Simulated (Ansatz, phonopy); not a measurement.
# How KI (Fm-3m) expands on warming, part 3 of 4

Wanted: α(T), C_P(T) and B(T) of KI in the quasi-harmonic approximation.

What experiment has found for this phase:
- volume expansion coefficient 113.7 1e-6/K near room temperature (given in “Descriptors for thermal expansion in solids”, 2017, arXiv:1701.03966)

Ansatz 0.2.0; DFT LDA, scalar-relativistic, plane waves, PAW (the session's first sound run).

So far, volume expansion coefficient at 300 K (× 1e-6/K): step 7 (free-energy fit) 217.

**8. The quasi-harmonic study, q-mesh 4×4×4**

Thermal expansion follows from how the free energy of the vibrations (and of the electrons in a metal) changes with strain, so the program makes strained cells, their phonons and a fit in one run.

This step: DFT LDA, scalar-relativistic, plane waves, PAW (Ansatz 0.2.0).

File input.yaml:

```yaml
crystal:
  lattice:
    - [0.0, 3.4087162983, 3.4087162983]
    - [3.4087162983, 0.0, 3.4087162983]
    - [3.4087162983, 3.4087162983, 0.0]
  atoms:
    - { symbol: K, position: [0.0, 0.0, 0.0] }
    - { symbol: I, position: [0.5, 0.5, 0.5] }
kpoints:
  mp_grid: { grid: [8, 8, 8] }
hamiltonian:
  xc: lda
scf:
  occupations: { method: fixed }
  lower_state_search: "off"
output:
  eigenvalues: true
phonons:
  method: dfpt
  qmesh: [4, 4, 4]
  temperatures: { t_max: 500.0, t_step: 25 }
  thermal_expansion: {}
```

Started as:

```console
$ ansatz run input.yaml --threads 8 --pin off --max-ram 16384MiB --backend cpu --events-out ev --progress --plain --runs-dir out
```

Numbers of over 12 decimals in the logs are rounded to 6 here.

The log of the run:

```text
[...]
Crystal: 2 atoms, lattice volume = 79.214 Å³
Basis set: ecut = 487.2 eV, 1917 PW (Γ), exchange–correlation on 72×72×72 points (8 copies of the dense FFT grid, shifted against one another)
Bands: 17, of which v1, the nominal top of the filled ones, is band 13 counted from 1 (12 counted from 0)
Symmetry: 48 space group operations
[...]
k-points: 29 of 512
[...]
SCF iter   1: F=—  HF=-8855.101577 eV  |F-HF|=—  |Δ(HF+E_count)|=         —  Δρ=4.76e-3  dr2=8.34e-3  ethr=1.77e-3  ⟨swp⟩=5.3  Hψ=2345  notcnv=0  defer=55
[...]
SCF iter   8: F=-8855.098602 eV  HF=-8855.098602 eV  |F-HF|=1.82e-12  |Δ(HF+E_count)|=  4.73e-11  Δρ=3.13e-8  dr2=3.48e-13  ethr=1.00e-12  ⟨swp⟩=9.4  Hψ=3099  notcnv=0
SCF 1 converged in 8 iterations: F = -8855.098602 eV  dr2 = 3.48e-13
[...]
relax step   1: F+E_penalty+E_count = -8855.09860194 eV  Δ(F+E_penalty+E_count) = +0.000e0 eV  max|allowed force component| = 2.952e-29 eV/Å  Δτ_max = 0.0000 Å  (8 SCF iters, accepted)
SCF converged after 8 iterations
Free energy (F): -8855.098602 eV
[...]
Internal energy: -8855.098602 eV  (E = F + TS)
E sigma→0 (E₀):  -8855.098602 eV
Fermi energy:    2.900621 eV
[...]
--- Stress (GPa, compression-positive) ---
        0.000365      -0.000000       0.000000
        0.000000       0.000365       0.000000
        0.000000       0.000000       0.000365
  P = ⅓ Tr σ = 0.0004 GPa (0.004 kbar)
--- Band table (eV; the first three rows and the last of 29) ---
  k-point 0: bands = [... 9 lower, -7.8941, 2.9006, 2.9006, 2.9006, 6.7699, 9.1378, 9.1378, 9.1378]
  k-point 1: bands = [... 9 lower, -7.8060, 2.5659, 2.8261, 2.8261, 7.2129, 9.0718, 9.3260, 9.3260]
  k-point 2: bands = [... 9 lower, -7.6221, 1.9346, 2.6581, 2.6581, 7.9128, 9.3648, 9.8225, 9.8225]
  k-point 28: bands = [... 9 lower, -7.5695, 2.0063, 2.0063, 2.1291, 9.1789, 9.1789, 9.5837, 11.2369]
── thermal expansion: 3 new cells, 3 in all ──
thermal expansion: relaxation of cell 2
thermal expansion: relaxation of cell 3
── thermal expansion: 2 new cells, 5 in all ──
thermal expansion: relaxation of cell 4
thermal expansion: phonons of cell 4
thermal expansion: relaxation of cell 5
thermal expansion: phonons of cell 5
── thermal expansion: 6 new cells, 11 in all ──
thermal expansion: relaxation of cell 6
thermal expansion: relaxation of cell 7
thermal expansion: relaxation of cell 8
thermal expansion: relaxation of cell 9
thermal expansion: relaxation of cell 10
thermal expansion: relaxation of cell 11
thermal expansion: phonons of cell 6
thermal expansion: phonons of cell 7
thermal expansion: phonons of cell 8
--- Relaxed structure (1 steps of the walk, 1 accepted, 0 SCFs on fresh bases) ---
  F+E_penalty+E_count = -8855.09860194 eV   max|allowed force component| = 2.952e-29 eV/Å
  atoms:
    - { symbol: K, position: [0.0, 0.0, 0.0] }
    - { symbol: I, position: [0.5, 0.5, 0.5] }
--- Thermal expansion: 11 cells in 3 rounds, 0 GPa ---
  no lower state was looked for at cell 4: scf.lower_state_search: off
  without vibrations: a 4.82070, b 4.82070, c 4.82070 Å, V 79.2163 Å³, B 16.01 GPa
  at 0 K: a 4.83206, b 4.83206, c 4.83206 Å, V 79.7776 Å³, B 15.65 GPa
  zero-point expansion: a +0.236, b +0.236, c +0.236, V +0.709 %
[...]
0.00    4.83206    4.83206    4.83206    79.7776 |    0.00    0.00    0.00    0.00 |   87.45 |     0.000     0.000 |    15.65    15.65
    50.00    4.83382    4.83382    4.83382    79.8650 |   18.87   18.87   18.87   56.60 |  100.78 |    32.005    31.886 |    15.48    15.54
   100.00    4.84000    4.84000    4.84000    80.1719 |   30.00   30.00   30.00   90.01 |  107.30 |    44.448    43.859 |    15.06    15.26
   150.00    4.84782    4.84782    4.84782    80.5608 |   34.05   34.05   34.05  102.14 |  111.47 |    48.183    47.075 |    14.60    14.94
   200.00    4.85639    4.85639    4.85639    80.9890 |   36.52   36.52   36.52  109.56 |  114.99 |    49.951    48.298 |    14.12    14.60
   250.00    4.86552    4.86552    4.86552    81.4467 |   38.59   38.59   38.59  115.78 |  118.34 |    51.119    48.879 |    13.63    14.25
   298.15    4.87480    4.87480    4.87480    81.9135 |   40.53   40.53   40.53  121.60 |       - |    52.046    49.188 |    13.14    13.90
   325.00    4.88018    4.88018    4.88018    82.1850 |   41.64   41.64   41.64  124.93 |  123.46 |    52.534    49.304 |    12.86    13.70
   375.00    4.89062    4.89062    4.89062    82.7134 |   43.84   43.84   43.84  131.51 |  127.07 |    53.442    49.458 |    12.33    13.33
   425.00    4.90164    4.90164    4.90164    83.2739 |   46.25   46.25   46.25  138.75 |  130.92 |    54.396    49.560 |    11.79    12.94
   475.00    4.91331    4.91331    4.91331    83.8703 |   48.96   48.96   48.96  146.89 |  135.08 |    55.441    49.631 |    11.22    12.54
   500.00    4.91942    4.91942    4.91942    84.1836 |   50.46   50.46   50.46  151.38 |  137.30 |    56.011    49.658 |    10.94    12.34
[...]
vibrations' free energy: its fit leaves 0.0003 meV an atom at the most
  the electrons' free energy at temperature is not in it: every band gap is over 0.52 eV
  free energies summed between the sampled wave vectors
[...]
band gaps on the cells' k-points are 3.621 to 3.950 eV
```

It took 11 min on 8 threads of Arm Neoverse V1, shared host; peak memory 2.2 GiB.

Numbers from this step:

- volume expansion coefficient at 298 K: 121.6 1e-6/K
- C_P at 298 K: 26.02 J/mol-atom/K
- entropy at 298 K: 52.36 J/mol-atom/K
- isothermal bulk modulus at 298 K: 13.14 GPa
- Grüneisen parameter at 298 K: 1.602
- volume at 298 K: 40.96 Å³/atom
- principal linear expansion coefficients at 298 K: 40.53, 40.53, 40.53 1e-6/K

Strained cells of the study; zero-point energy where phonons were solved; the pressures are stresses at a fixed cutoff and can carry an offset from the finite basis. Expansion cells, by row:

```csv
cell,|a| (Å),|b| (Å),|c| (Å),V (Å³/atom),E - E_lowest (meV/atom),"pressure, compression positive (GPa)",gap (eV),zero-point energy (meV/atom)
1,4.821,4.821,4.821,39.61,0.002,-0.006,3.869,-
2,4.859,4.859,4.859,40.57,1.103,-0.366,3.807,-
3,4.782,4.782,4.782,38.67,1.162,0.401,3.934,-
4,4.821,4.821,4.821,39.62,0,-0.01,3.868,15.42
5,4.845,4.845,4.845,40.22,0.454,-0.241,3.829,15.01
6,4.883,4.883,4.883,41.17,2.835,-0.567,3.769,14.37
7,4.914,4.914,4.914,41.96,6.228,-0.806,3.722,13.86
8,4.946,4.946,4.946,42.77,10.84,-1.022,3.676,13.35
9,4.773,4.773,4.773,38.45,1.792,0.505,3.95,-
10,4.797,4.797,4.797,39.03,0.433,0.238,3.909,-
11,4.985,4.985,4.985,43.81,18.19,-1.26,3.621,-
```

Quasi-harmonic; a, b, c are the run's own cell vectors. Expansion, by row:

```csv
T (K),a (Å),b (Å),c (Å),alpha (deg),beta (deg),gamma (deg),cell volume (Å³/cell),alpha_a (1e-6/K),alpha_b (1e-6/K),alpha_c (1e-6/K),alpha_V (1e-6/K),C_P (J/mol-atom/K),C_V (J/mol-atom/K),S (J/mol-atom/K),B_T (GPa),B_S (GPa),Grueneisen,extrapolation,fit error (1e-6/K)
0,4.832,4.832,4.832,60,60,60,79.78,0,0,0,0,0,0,0,15.65,15.65,-,0,0
25,4.832,4.832,4.832,60,60,60,79.79,6.23,6.23,6.23,18.7,7.743,7.74,4.035,15.62,15.63,0.907,0,0.01
50,4.834,4.834,4.834,60,60,60,79.86,18.87,18.87,18.87,56.6,16,15.94,12.2,15.48,15.54,1.321,0,0.01
75,4.837,4.837,4.837,60,60,60,80,26.13,26.13,26.13,78.39,20.16,20,19.58,15.28,15.41,1.443,0,0.02
100,4.84,4.84,4.84,60,60,60,80.17,30,30,30,90.01,22.22,21.93,25.7,15.06,15.26,1.492,0,0.03
125,4.844,4.844,4.844,60,60,60,80.36,32.37,32.37,32.37,97.11,23.37,22.95,30.79,14.83,15.11,1.519,0,0.03
150,4.848,4.848,4.848,60,60,60,80.56,34.05,34.05,34.05,102.1,24.09,23.54,35.12,14.6,14.94,1.537,0,0.04
175,4.852,4.852,4.852,60,60,60,80.77,35.37,35.37,35.37,106.1,24.59,23.91,38.87,14.36,14.78,1.551,0,0.03
200,4.856,4.856,4.856,60,60,60,80.99,36.52,36.52,36.52,109.6,24.98,24.15,42.18,14.12,14.6,1.562,0,0.03
225,4.861,4.861,4.861,60,60,60,81.21,37.58,37.58,37.58,112.7,25.29,24.32,45.14,13.88,14.43,1.573,0,0.04
250,4.866,4.866,4.866,60,60,60,81.45,38.59,38.59,38.59,115.8,25.56,24.44,47.82,13.63,14.25,1.583,0,0.05
275,4.87,4.87,4.87,60,60,60,81.69,39.6,39.6,39.6,118.8,25.81,24.53,50.27,13.38,14.07,1.593,0,0.06
298.1,4.875,4.875,4.875,60,60,60,81.91,40.53,40.53,40.53,121.6,26.02,24.59,52.36,13.14,13.9,1.602,0,0.07
300,4.875,4.875,4.875,60,60,60,81.93,40.61,40.61,40.61,121.8,26.04,24.6,52.52,13.12,13.89,1.603,0,0.07
325,4.88,4.88,4.88,60,60,60,82.19,41.64,41.64,41.64,124.9,26.27,24.65,54.62,12.86,13.7,1.613,0,0.08
350,4.885,4.885,4.885,60,60,60,82.45,42.72,42.72,42.72,128.2,26.49,24.7,56.57,12.6,13.52,1.623,0,0.09
375,4.891,4.891,4.891,60,60,60,82.71,43.84,43.84,43.84,131.5,26.72,24.73,58.41,12.33,13.33,1.633,0,0.1
400,4.896,4.896,4.896,60,60,60,82.99,45.01,45.01,45.01,135,26.95,24.76,60.14,12.06,13.13,1.644,0,0.1
425,4.902,4.902,4.902,60,60,60,83.27,46.25,46.25,46.25,138.8,27.2,24.78,61.78,11.79,12.94,1.655,0,0.09
450,4.907,4.907,4.907,60,60,60,83.57,47.56,47.56,47.56,142.7,27.45,24.8,63.34,11.51,12.74,1.666,0,0.07
475,4.913,4.913,4.913,60,60,60,83.87,48.96,48.96,48.96,146.9,27.72,24.82,64.83,11.22,12.54,1.678,0,0.07
500,4.919,4.919,4.919,60,60,60,84.18,50.46,50.46,50.46,151.4,28.01,24.83,66.26,10.94,12.34,1.69,0,0.15
```

The expansion coefficient by temperature; values in 1e-6/K:

```csv
temperature (K),volume,principal 1
0,0,0
25,18.7,6.23
50,56.6,18.9
75,78.4,26.1
100,90.0,30
125,97.1,32.4
150,102,34.0
175,106,35.4
200,110,36.5
225,113,37.6
250,116,38.6
275,119,39.6
298,122,40.5
300,122,40.6
325,125,41.6
350,128,42.7
375,132,43.8
400,135,45.0
425,139,46.2
450,143,47.6
475,147,49.0
500,151,50.5
```

Changing the q-mesh (1×1×1 → 4×4×4) takes the volume expansion at 298 K from 216 to 122 × 10⁻⁶/K and B_T from 11.4 to 13.1 GPa.

**9. Free-energy fit**

This step: DFT LDA, scalar-relativistic, plane waves, PAW (phonopy 4.10.0).

Numbers from this step:

| Property | Result |
| --- | --- |
| volume expansion coefficient at 300 K | 121.9 1e-6/K |
| isothermal bulk modulus at 300 K | 13.12 GPa |
| C_P at 300 K | 26.07 J/mol-atom/K |
| Grüneisen parameter at 300 K | 1.603 |

Table of energy (each curve on its own zero) by volume; values in meV/atom:

```csv
volume (Å³/atom),static,F at 0 K,F at 300 K,F at 500 K
39.62,0,1.02,4.72,7.78
40.22,0.45,1.06,3.36,5.25
41.17,2.84,2.81,2.81,2.8
41.96,6.23,5.68,3.71,2.09
42.77,10.8,9.78,5.74,2.43
```

Phonopy-qha, vinet fit of F(V) at each temperature. Qha vinet, by row:

```csv
T (K),fitted volume (Å³/atom),alpha_V (1e-6/K),B_T (GPa),C_P (J/mol-atom/K),Grueneisen
75,40,76.79,15.27,20.21,1.413
100,40.09,89.33,15.05,22.32,1.48
125,40.18,96.83,14.82,23.46,1.514
150,40.28,102,14.59,24.17,1.534
175,40.39,106.1,14.36,24.66,1.549
200,40.49,109.6,14.12,25.03,1.562
225,40.61,112.8,13.87,25.33,1.573
250,40.72,115.8,13.62,25.6,1.583
275,40.84,118.8,13.37,25.84,1.593
300,40.97,121.9,13.12,26.07,1.603
325,41.09,125,12.86,26.29,1.613
350,41.22,128.2,12.59,26.51,1.624
375,41.36,131.6,12.33,26.74,1.634
400,41.49,135.1,12.06,26.97,1.645
425,41.64,138.9,11.78,27.21,1.656
450,41.78,142.8,11.5,27.47,1.667
475,41.94,147,11.22,27.73,1.679
```

Volume expansion coefficient against temperature; values in 1e-6/K:

```csv
temperature (K),"phonopy-qha, Vinet",Ansatz's own study
75,76.8,78.4
100,89.3,90.0
125,96.8,97.1
150,102,102
175,106,106
200,110,110
225,113,113
250,116,116
275,119,119
300,122,122
325,125,125
350,128,128
375,132,132
400,135,135
425,139,139
450,143,143
475,147,147
```

The fit gives a volume expansion of 122 × 10⁻⁶/K at 300 K, against 122 at 298 K from the study itself, whose static fit uses more cells.

**10. Relaxing at another setting**

The functional, the potentials or the cutoff change, so the crystal is relaxed again at the new setting.

This step: DFT PBE, scalar-relativistic, plane waves, PAW (Ansatz 0.2.0).

input.yaml, the sections that differ from step 8:

```yaml
hamiltonian:
  xc: pbe
output:
  forces: true
  stress: true
  eigenvalues: true
relax:
  adjacent_minimum: "off"
  f_tol: 0.001
  max_steps: 60
  cell: { stress_tol: 0.01 }
# crystal, kpoints, scf: as in step 8
# phonons: removed
```

The log of the run:

```text
[...]
Crystal: 2 atoms, lattice volume = 79.214 Å³
Basis set: ecut = 420 eV, 1471 PW (Γ), exchange–correlation on 72×72×72 points (8 copies of the dense FFT grid, shifted against one another)
Bands: 17, of which v1, the nominal top of the filled ones, is band 13 counted from 1 (12 counted from 0)
Symmetry: 48 space group operations
[...]
k-points: 29 of 512
[...]
SCF iter   1: F=—  HF=-9053.611637 eV  |F-HF|=—  |Δ(HF+E_count)|=         —  Δρ=2.62e-4  dr2=4.72e-5  ethr=1.77e-3  ⟨swp⟩=5.3  Hψ=2298  notcnv=0  defer=53
[...]
SCF iter   6: F=-9053.610898 eV  HF=-9053.610898 eV  |F-HF|=7.47e-8  |Δ(HF+E_count)|=   4.02e-8  Δρ=6.28e-6  dr2=5.44e-8  ethr=3.85e-10  ⟨swp⟩=9.2  Hψ=2846  notcnv=0
SCF 1 converged in 6 iterations: F = -9053.610898 eV  dr2 = 5.44e-8
[...]
relax step   1: F+E_penalty+E_count = -9053.61089810 eV  Δ(F+E_penalty+E_count) = +0.000e0 eV  max|allowed force component| = 2.403e-29 eV/Å  Δτ_max = 0.0000 Å  P = +2.412 GPa  Ω = 79.214 Å³  (6 SCF iters, dr2 threshold 1.00e-7 eV, accepted)
Crystal: 2 atoms, lattice volume = 85.395 Å³
Basis set: ecut = 420 eV, 1687 PW (Γ), exchange–correlation on 72×72×72 points (8 copies of the dense FFT grid, shifted against one another)
[...]
SCF iter   5: F=-9053.675617 eV  HF=-9053.675616 eV  |F-HF|=1.30e-7  |Δ(HF+E_count)|=   1.93e-6  Δρ=1.28e-5  dr2=1.06e-7  ethr=7.69e-10  ⟨swp⟩=8.3  Hψ=3525  notcnv=0
SCF 2 converged in 5 iterations: F = -9053.675617 eV  dr2 = 1.06e-7
relax step   2: F+E_penalty+E_count = -9053.67561651 eV  Δ(F+E_penalty+E_count) = -6.472e-2 eV  max|allowed force component| = 5.180e-29 eV/Å  Δτ_max = 0.0000 Å  P = +1.049 GPa  Ω = 85.395 Å³  energy of the carried Pulay correction = -3.135e-4 eV  (5 SCF iters, dr2 threshold 2.00e-7 eV, accepted)
Crystal: 2 atoms, lattice volume = 90.844 Å³
Basis set: ecut = 420 eV, 1807 PW (Γ), exchange–correlation on 72×72×72 points (8 copies of the dense FFT grid, shifted against one another)
[...]
SCF iter   5: F=-9053.696093 eV  HF=-9053.696093 eV  |F-HF|=1.05e-7  |Δ(HF+E_count)|=   1.83e-6  Δρ=1.09e-5  dr2=8.39e-8  ethr=7.69e-10  ⟨swp⟩=8.0  Hψ=3469  notcnv=0
SCF 3 converged in 5 iterations: F = -9053.696093 eV  dr2 = 8.39e-8
relax step   3: F+E_penalty+E_count = -9053.69609288 eV  Δ(F+E_penalty+E_count) = -2.048e-2 eV  max|allowed force component| = 2.613e-29 eV/Å  Δτ_max = 0.0000 Å  P = +0.217 GPa  Ω = 90.844 Å³  energy of the carried Pulay correction = -5.711e-4 eV  (5 SCF iters, dr2 threshold 2.00e-7 eV, accepted)
[...]
relax step   4: F+E_penalty+E_count = -9053.69717863 eV  Δ(F+E_penalty+E_count) = -1.086e-3 eV  max|allowed force component| = 1.709e-29 eV/Å  Δτ_max = 0.0000 Å  P = +0.027 GPa  Ω = 92.378 Å³  energy of the carried Pulay correction = -6.407e-4 eV  (5 SCF iters, dr2 threshold 1.17e-7 eV, accepted)
[...]
relax step   5: F+E_penalty+E_count = -9053.69718885 eV  Δ(F+E_penalty+E_count) = -1.022e-5 eV  max|allowed force component| = 1.837e-29 eV/Å  Δτ_max = 0.0000 Å  P = +0.002 GPa  Ω = 92.591 Å³  energy of the carried Pulay correction = -6.503e-4 eV  (5 SCF iters, dr2 threshold 1.88e-9 eV, accepted)
[...]
SCF iter  10: F=-9053.697702 eV  HF=-9053.697702 eV  |F-HF|=1.82e-12  |Δ(HF+E_count)|=  2.36e-11  Δρ=1.47e-8  dr2=1.32e-13  ethr=1.00e-12  ⟨swp⟩=7.4  Hψ=3308  notcnv=0
SCF 6 converged in 10 iterations: F = -9053.697702 eV  dr2 = 1.32e-13
relax step   6: F+E_penalty+E_count = -9053.69770188 eV  Δ(F+E_penalty+E_count) = -5.130e-4 eV  max|allowed force component| = 2.209e-29 eV/Å  Δτ_max = 0.0000 Å  P = +0.004 GPa  Ω = 92.591 Å³  stress off target by 3.92e-3 GPa  SCF on the basis re-selected at this cell (its energy is not comparable with the rows above)  (10 SCF iters)
[...]
SCF converged after 10 iterations
Free energy (F): -9053.697702 eV
[...]
Internal energy: -9053.697702 eV  (E = F + TS)
E sigma→0 (E₀):  -9053.697702 eV
Fermi energy:    1.894938 eV
[...]
--- Stress (GPa, compression-positive) ---
        0.003923       0.000000      -0.000000
        0.000000       0.003923      -0.000000
       -0.000000      -0.000000       0.003923
  P = ⅓ Tr σ = 0.0039 GPa (0.039 kbar)
--- Band table (eV; the first three rows and the last of 29) ---
  k-point 0: bands = [... 9 lower, -8.5373, 1.8949, 1.8949, 1.8949, 5.7514, 8.4159, 8.4159, 8.4159]
  k-point 1: bands = [... 9 lower, -8.5040, 1.6608, 1.8479, 1.8479, 6.1141, 8.3376, 8.5761, 8.5761]
  k-point 2: bands = [... 9 lower, -8.4252, 1.1997, 1.7395, 1.7395, 6.8297, 8.4262, 8.9941, 8.9941]
  k-point 28: bands = [... 9 lower, -8.3705, 1.2256, 1.2256, 1.3515, 8.3398, 8.3398, 8.4100, 9.8923]
--- Relaxed structure (5 steps of the walk, 5 accepted, 1 SCFs on fresh bases) ---
[...]
cell:  # Å, volume = 92.5914 Å³
    - [0, 3.590710, 3.590710]
    - [3.590710, 0, 3.590710]
    - [3.590710, 3.590710, 0]
  atoms:
    - { symbol: K, position: [0, 0, 0] }
    - { symbol: I, position: [0.5, 0.5, 0.5] }
```

Wall time 2.9 s (8 threads); peak memory 0.44 GiB; 19 s of CPU time.

The steps of the relaxation:

```csv
step,energy less that of the first step (eV),largest force component (eV/Å),pressure (GPa),volume (Å³)
1,0.0000,0.0000,2.41,79.21
2,-0.0647,0.0000,1.05,85.40
3,-0.0852,0.0000,0.22,90.84
4,-0.0863,0.0000,0.03,92.38
5,-0.0863,0.0000,0.00,92.59
6*,-0.0868,0.0000,0.00,92.59
```

Relaxation steps marked * repeat the geometry before them on a plane-wave basis chosen anew for their cell, so energy and pressure can jump there.

The run keeps the 48 symmetry operations that it works with, so distortions that break them were not tested.

```csv
"conventional cell, symmetrised",before,after,change
a (Å),6.817,7.181,+5.3 %
b (Å),6.817,7.181,+5.3 %
c (Å),6.817,7.181,+5.3 %
volume (Å³/atom),39.61,46.30,+16.9 %
```

The relaxed structure:

```xyz
2
Lattice="0.0000 3.5907 3.5907 3.5907 0.0000 3.5907 3.5907 3.5907 0.0000" Properties=species:S:1:pos:R:3 pbc="T T T"
K     0.0000    0.0000    0.0000
I     3.5907    3.5907    3.5907
```

This step gave:

| Property | Result |
| --- | --- |
| pressure | 0.003923 GPa |
| gap on the k-mesh | 3.856 eV |
| volume per atom | 46.30 Å³/atom |

The residual pressure is 0.0039 GPa, small enough for phonons.

(Part 3 of 4 ends here.)

[Logs are printed without paths, hosts, clocks, repeated set-up lines and the standing remarks that a program may print on its own settings, such as how far it seeks lower states.]

[Hosts, paths, dates, database ids (printed as entryN), source tags and the programs' standing remarks are cut or masked in the printed files.]

[A step with changed settings may run another functional than the one named; its input shows which.]
